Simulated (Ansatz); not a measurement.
**Band gap of Cs2AgSbBr6 (Fm-3m) from density functionals to GW**

Wanted: a ladder of band gaps for Cs2AgSbBr6 (Fm-3m), from density functionals to G0W0.

Calculated with Ansatz 0.2.0; density functionals, hybrids and G0W0, plane waves, PAW.

**Experimental background.**

- Gap 2.18 eV: indirect optical gap from Tauc plot; photothermal deflection spectroscopy; film (solution-processed film on quartz, about 200 nm thick) (“Bandgap Lowering in Mixed Alloys of Cs2Ag(SbxBi1-x)Br6 Double Perovskite Thin Films”, 2020, arxiv:2007.00388).

Report form: the programs' logs are mostly left out.

In doubt: one-shot GW on d or f shells is unsure (steps 7, 8, 9), so the values of those runs are not to be relied on; masses and optical values from hybrid runs of this build are listed as unsure (steps 8, 9), which bears on the screening that GW takes from such a start.

## Step 1: Set-up

The structure is cubic, space group Fm-3m (No. 225). The conventional cell has a = 11.379 Å, b = 11.379 Å, c = 11.379 Å, α = 90.00°, β = 90.00°, γ = 90.00°. Cs has 12 Br at 4.02 Å nearest. Nearest to Ag lie 6 Br at 2.86 Å. Sb has 6 Br at 2.83 Å nearest. Nearest to Br lie 1 Sb at 2.83 Å and 1 Ag at 2.86 Å and 4 Cs at 4.02 Å. Farther neighbours and most contacts between anions are not listed.

The cell and positions are those that the Materials Project relaxed with its own functionals (PBE, PBE+U or r2SCAN), kept fixed. Spin-orbit coupling is left out unless a step names it.

The logs state that the PAW files were generated under PBE.

## Step 2: LDA on the 4×4×4 mesh

This step: DFT, LDA, plane waves, PAW; PAW set soft_1.

The input, input.yaml:

```yaml
crystal:
  lattice:
    - [0.0, 5.689253, 5.689253]
    - [5.689253, 0.0, 5.689253]
    - [5.689253, 5.689253, 0.0]
  atoms:
    - { symbol: Cs, position: [0.75, 0.75, 0.75] }
    - { symbol: Cs, position: [0.25, 0.25, 0.25] }
    - { symbol: Ag, position: [0.5, 0.5, 0.5] }
    - { symbol: Sb, position: [0.0, 0.0, 0.0] }
    - { symbol: Br, position: [0.751554, 0.248446, 0.248446] }
    - { symbol: Br, position: [0.248446, 0.248446, 0.751554] }
    - { symbol: Br, position: [0.248446, 0.751554, 0.751554] }
    - { symbol: Br, position: [0.248446, 0.751554, 0.248446] }
    - { symbol: Br, position: [0.751554, 0.248446, 0.751554] }
    - { symbol: Br, position: [0.751554, 0.751554, 0.248446] }
kpoints:
  mp_grid: { grid: [4, 4, 4] }
  band_path:
    path:
      - [0.0, 0.0, 0.0]
      - [0.5, 0.0, 0.5]
      - [0.625, 0.25, 0.625]
      - [0.375, 0.375, 0.75]
      - [0.5, 0.5, 0.5]
      - [0.5, 0.25, 0.75]
      - [0.5, 0.4, 0.6]
    npoints: 1
hamiltonian:
  xc: lda
  pseudopotentials: { kind: paw, azcp: { folder: soft_1 }, xc_functional: pbe }
scf:
  occupations: { method: fixed }
  n_extra_bands: 7
output:
  eigenvalues: true
  forces: true
  stress: true
```

Started as:

```
> ansatz run input.yaml --threads 3 --pin off --max-ram 92160MiB --backend cuda --events-out ev --progress --plain --runs-dir out --devices 1 --max-vram 13GiB
```

Run time: 5.8 s. Hardware: 1 × NVIDIA H100 80GB HBM3 (shared by 6 runs) with 3 threads of AMD EPYC 7R13 (Zen 3), shared host; peak memory 1 GiB.

Numbers from this step:

```
pressure             : -2.973 GPa
gap                  : 0.7603 eV
valence top at       : X
conduction bottom at : L
least direct gap     : 1.791 eV
```

Over mesh and listed points the gap is 0.760 eV, from k = (0.500, 0.000, 0.500) to k = (0.500, 0.500, 0.500). The least direct gap found is 1.791 eV, at k = (0.500, 0.400, 0.600).

## Step 3: r2SCAN on the 4×4×4 mesh

Levels along a band path and on the mesh show where this functional puts the band edges.

This step: DFT, r2SCAN, plane waves, PAW; PAW set soft_1.

input.yaml: that of step 2 with these lines changed.

```diff
@@ -20,15 +20,10 @@
     path:
-      - [0.0, 0.0, 0.0]
-      - [0.5, 0.0, 0.5]
-      - [0.625, 0.25, 0.625]
-      - [0.375, 0.375, 0.75]
-      - [0.5, 0.5, 0.5]
-      - [0.5, 0.25, 0.75]
-      - [0.5, 0.4, 0.6]
-    npoints: 1
+      - [[0.0, 0.0, 0.0], [0.5, 0.0, 0.5], [0.625, 0.25, 0.625]]
+      - [[0.375, 0.375, 0.75], [0.0, 0.0, 0.0], [0.5, 0.5, 0.5], [0.5, 0.25, 0.75], [0.5, 0.0, 0.5]]
+    npoints: 10
 hamiltonian:
-  xc: lda
-  pseudopotentials: { kind: paw, azcp: { folder: soft_1 }, xc_functional: pbe }
+  xc: r2scan
+  pseudopotentials: { kind: paw, azcp: { folder: soft_1 } }
 scf:
-  occupations: { method: fixed }
+  occupations: { method: fermi_dirac, width: 0.02 }
   n_extra_bands: 7
@@ -38 +33,5 @@
   stress: true
+  write_density: true
+  write_potential: true
+  elf: true
+  volumetric_format: npy
```

Elapsed: 12 s, on 1 × NVIDIA H100 80GB HBM3 (shared by 6 runs) with 3 threads; peak memory 1.7 GiB; 22 s of CPU time.

Numbers from this step:

* pressure: -0.8310 GPa
* filled bands: 47
* gap: 1.203 eV
* valence top at: X
* conduction bottom at: L
* least direct gap: 2.214 eV

Over mesh and path the gap is 1.203 eV, from k = (0.500, 0.000, 0.500) to k = (0.500, 0.500, 0.500). The least direct gap found is 2.214 eV, at k = (0.500, 0.400, 0.600). r2SCAN against LDA: 1.203 − 0.760 = +0.443 eV. The runs also differ in plane-wave cutoff (420 eV and 500 eV), so how much of this comes from the functional alone is not known.

## Step 4: r2SCAN+SOC on the 4×4×4 mesh

This run has two-component orbitals with spin-orbit coupling.

This step: DFT, r2SCAN with spin-orbit coupling, plane waves, PAW; PAW set soft_1.

input.yaml, the sections that differ from step 3:

```yaml
kpoints:
  mp_grid: { grid: [4, 4, 4] }
  band_path:
    path:
      - [0.0, 0.0, 0.0]
      - [0.5, 0.0, 0.5]
      - [0.625, 0.25, 0.625]
      - [0.375, 0.375, 0.75]
      - [0.5, 0.5, 0.5]
      - [0.5, 0.25, 0.75]
      - [0.5, 0.4, 0.6]
    npoints: 1
hamiltonian:
  xc: r2scan
  pseudopotentials: { kind: paw_fr, azcp: { folder: soft_1 } }
scf:
  occupations: { method: fermi_dirac, width: 0.02 }
  n_extra_bands: 14
magnetization:
  noncollinear: true
  spin_orbit: true
# crystal, output: as in step 3
```

It took 18 s on 1 × NVIDIA H100 80GB HBM3 (shared by 6 runs) with 3 threads; peak memory 2.2 GiB.

Numbers from this step:

| Item | Value |
| --- | --- |
| pressure | -0.8146 GPa |
| gap | 1.165 eV |
| valence top at | X |
| conduction bottom at | L |
| least direct gap | 2.159 eV |

Over mesh and listed points the gap is 1.165 eV, from k = (0.500, 0.000, 0.500) to k = (0.500, 0.500, 0.500). The least direct gap found is 2.159 eV, at k = (0.500, 0.400, 0.600). r2SCAN+SOC against r2SCAN: 1.165 − 1.203 = −0.038 eV, with the same mesh, set of files (read in its fully relativistic form for the spin-orbit run) and cutoff, and both edges at the same k points. The spin-orbit run sees mesh and listed points alone, so its gap is an upper bound: the coupling can move an edge off these points, and the change over the zone, its sign included where it is small, is not known.

## Step 5: HSE06 on the 2×2×2 mesh

HSE06 mixes in a quarter of exact exchange at short range.

This step: DFT, HSE06, plane waves, PAW; PAW set soft_1.

input.yaml: that of step 4 with these lines changed.

```diff
@@ -17,3 +17,3 @@
 kpoints:
-  mp_grid: { grid: [4, 4, 4] }
+  mp_grid: { grid: [2, 2, 2] }
   band_path:
@@ -29,17 +29,8 @@
 hamiltonian:
-  xc: r2scan
-  pseudopotentials: { kind: paw_fr, azcp: { folder: soft_1 } }
+  xc: hse06
+  pseudopotentials: { kind: paw, azcp: { folder: soft_1 } }
 scf:
-  occupations: { method: fermi_dirac, width: 0.02 }
-  n_extra_bands: 14
-magnetization:
-  noncollinear: true
-  spin_orbit: true
+  occupations: { method: fixed }
+  n_extra_bands: 7
 output:
   eigenvalues: true
-  forces: true
-  stress: true
-  write_density: true
-  write_potential: true
-  elf: true
-  volumetric_format: npy
```

Run time: 25 s. Hardware: 1 × NVIDIA H100 80GB HBM3 (shared by 6 runs) with 3 threads; peak memory 1.3 GiB.

Numbers from this step:

* gap: 1.663 eV
* valence top at: X
* conduction bottom at: L
* least direct gap: 2.688 eV
* exact-exchange fraction: 0.25

Over mesh and listed points the gap is 1.663 eV, from k = (0.500, 0.000, 0.500) to k = (0.500, 0.500, 0.500). The least direct gap found is 2.688 eV, at k = (0.500, 0.400, 0.600). HSE06 against LDA: 1.663 − 0.760 = +0.903 eV. The runs also differ in mesh (4×4×4 and 2×2×2), so how much of this comes from the functional alone is not known.

## Step 6: PBE0 on the 2×2×2 mesh

PBE0 mixes in a quarter of exact exchange at all distances.

This step: DFT, PBE0, plane waves, PAW; PAW set soft_1.

input.yaml: that of step 5 with these lines changed.

```diff
@@ -29,3 +29,3 @@
 hamiltonian:
-  xc: hse06
+  xc: pbe0
   pseudopotentials: { kind: paw, azcp: { folder: soft_1 } }
@@ -36 +36,5 @@
   eigenvalues: true
+  write_density: true
+  write_potential: true
+  elf: true
+  volumetric_format: npy
```

Elapsed: 27 s, on 1 × NVIDIA H100 80GB HBM3 (shared by 6 runs) with 3 threads; peak memory 1.3 GiB; 37 s of CPU time.

Numbers from this step:

```
gap                     : 2.322 eV
valence top at          : X
conduction bottom at    : L
least direct gap        : 3.349 eV
exact-exchange fraction : 0.25
```

Over mesh and listed points the gap is 2.322 eV, from k = (0.500, 0.000, 0.500) to k = (0.500, 0.500, 0.500). The least direct gap found is 3.349 eV, at k = (0.500, 0.400, 0.600). PBE0 against HSE06: 2.322 − 1.663 = +0.659 eV, with the same mesh, files and cutoff, and both edges at the same k points.

## Step 7: G0W0@r2SCAN, 2×2×2 mesh, 1099 empty bands, screening to 120 eV, PAW set soft_1 files

G0W0 replaces the xc potential by a self-energy built once from the orbitals of the start. Levels are corrected in the window of bands that the input names, at points of the mesh.

This step: G0W0 on r2SCAN, plane waves, PAW; PAW set soft_1.

input.yaml: that of step 6 with these lines changed.

```diff
@@ -18,14 +18,4 @@
   mp_grid: { grid: [2, 2, 2] }
-  band_path:
-    path:
-      - [0.0, 0.0, 0.0]
-      - [0.5, 0.0, 0.5]
-      - [0.625, 0.25, 0.625]
-      - [0.375, 0.375, 0.75]
-      - [0.5, 0.5, 0.5]
-      - [0.5, 0.25, 0.75]
-      - [0.5, 0.4, 0.6]
-    npoints: 1
 hamiltonian:
-  xc: pbe0
+  xc: r2scan
   pseudopotentials: { kind: paw, azcp: { folder: soft_1 } }
@@ -33,8 +23,7 @@
   occupations: { method: fixed }
-  n_extra_bands: 7
-output:
-  eigenvalues: true
-  write_density: true
-  write_potential: true
-  elf: true
-  volumetric_format: npy
+gw:
+  n_empty_bands: 1099
+  ecut_chi: 120.0
+  qp_bands: [v3, c3]
+  qp_kpoints: band_edges
+  screening: { model: contour_deformation }
```

It took 26 s on 1 × NVIDIA H100 80GB HBM3 (shared by 6 runs) with 3 threads; peak memory 3.2 GiB.

Numbers from this step:

| Quantity | Value |
| --- | --- |
| bands summed | 1146 |
| RPA ε∞ on this mesh (eigenvalues) | 5.267, 5.267, 5.267 |
| plane waves in the screening matrix | 1067 |
| G0W0 gap over the corrected points | 1.944 eV |
| k of the valence top | 0, -0.5, -0.5 |
| k of the conduction bottom | 0, 0, -0.5 |
| starting gap on the mesh | 1.184 eV |
| Z at the valence top | 0.7587 |
| Z at the conduction bottom | 0.7792 |
| least direct G0W0 gap over the corrected points | 3.205 eV |

Over all 3 irreducible mesh points the G0W0 gap is 1.944 eV, from k = (0.000, -0.500, -0.500) to k = (0.000, 0.000, -0.500). The r2SCAN gap of this run on the mesh is 1.184 eV. The two states that bound the G0W0 gap lie that far apart at the start, so the correction of the gap is 1.944 − 1.184 = +0.760 eV.

## Step 8: G0W0@HSE06, 2×2×2 mesh, 1099 empty bands, screening to 120 eV, PAW set soft_1 files

This step: G0W0 on HSE06, plane waves, PAW; PAW set soft_1.

input.yaml: that of step 7 with these lines changed.

```diff
@@ -19,3 +19,3 @@
 hamiltonian:
-  xc: r2scan
+  xc: hse06
   pseudopotentials: { kind: paw, azcp: { folder: soft_1 } }
```

It took 2.9 min on 1 × NVIDIA H100 80GB HBM3 (shared by 6 runs) with 3 threads; peak memory 2.4 GiB; 3.8 min of CPU time.

This step gave:

```yaml
bands_summed: 1146
rpa_eps_infinity_on_this_mesh_eigenvalues: 4.451, 4.451, 4.451
plane_waves_in_the_screening_matrix: 1067
g0w0_gap_over_the_corrected_points: 2.216 eV
k_of_the_valence_top: 0, -0.5, -0.5
k_of_the_conduction_bottom: 0, 0, -0.5
starting_gap_on_the_mesh: 1.663 eV
z_at_the_valence_top: 0.7822
z_at_the_conduction_bottom: 0.7990
least_direct_g0w0_gap_over_the_corrected_points: 3.465 eV
```

Over all 3 irreducible mesh points the G0W0 gap is 2.216 eV, from k = (0.000, -0.500, -0.500) to k = (0.000, 0.000, -0.500). The HSE06 gap of this run on the mesh is 1.663 eV. The two states that bound the G0W0 gap lie that far apart at the start, so the correction of the gap is 2.216 − 1.663 = +0.553 eV. G0W0@HSE06 against G0W0@r2SCAN with 1146 bands: 2.216 − 1.944 = +0.272 eV. The runs also differ in plane-wave cutoff (500 eV and 420 eV), so how much of this comes from the start alone is not known. The program's warnings for this run: eigensolver not converged.

## Step 9: G0W0@PBE0, 2×2×2 mesh, 1099 empty bands, screening to 120 eV, PAW set soft_1 files

This step: G0W0 on PBE0, plane waves, PAW; PAW set soft_1.

input.yaml: that of step 8 with these lines changed.

```diff
@@ -19,3 +19,3 @@
 hamiltonian:
-  xc: hse06
+  xc: pbe0
   pseudopotentials: { kind: paw, azcp: { folder: soft_1 } }
```

Wall time 1.7 min (1 × NVIDIA H100 80GB HBM3 (shared by 6 runs) with 3 threads); peak memory 2.4 GiB; 2.4 min of CPU time.

Numbers from this step:

```
bands summed                                    : 1146
RPA ε∞ on this mesh (eigenvalues)               : 3.966, 3.966, 3.966
plane waves in the screening matrix             : 1067
G0W0 gap over the corrected points              : 2.436 eV
k of the valence top                            : 0, -0.5, -0.5
k of the conduction bottom                      : 0, 0, -0.5
starting gap on the mesh                        : 2.322 eV
Z at the valence top                            : 0.7999
Z at the conduction bottom                      : 0.8156
least direct G0W0 gap over the corrected points : 3.690 eV
```

Over all 3 irreducible mesh points the G0W0 gap is 2.436 eV, from k = (0.000, -0.500, -0.500) to k = (0.000, 0.000, -0.500). The PBE0 gap of this run on the mesh is 2.322 eV. The two states that bound the G0W0 gap lie that far apart at the start, so the correction of the gap is 2.436 − 2.322 = +0.114 eV. G0W0@PBE0 against G0W0@HSE06 with 1146 bands: 2.436 − 2.216 = +0.220 eV, with the same mesh, files and cutoffs, and both edges at the same k points. The program's warnings for this run: coarse exchange mesh.

(Continued in part 2 of 2.)

[Paths, hosts, dates, memory and timing lines, banners, echoed tables and standing remarks are left out of the program output.]

[Logs are printed without paths, hosts, clocks, repeated set-up lines and the standing remarks that a program may print on its own settings, such as how far it seeks lower states.]

[Runs of the session that timed out or met a known fault of the program may be left out.]

[Cells called generated may have been cut or substituted from an entry of the Crystallography Open Database or the Materials Project.]

[Hosts, paths, dates, database ids (printed as entryN), source tags and the programs' standing remarks are cut or masked in the printed files.]

[Where an RPA ε∞ is given, it is that of the G0W0 mesh and is not shown converged in it. Names of k-points follow the symmetry that the program found, which can be lower than the space group named. Band edges on a path are those of the sampled points; other points can move an edge, and change direct to indirect where valleys lie close.]

[Hybrid gaps are those of their k-mesh and are not shown converged in it.]
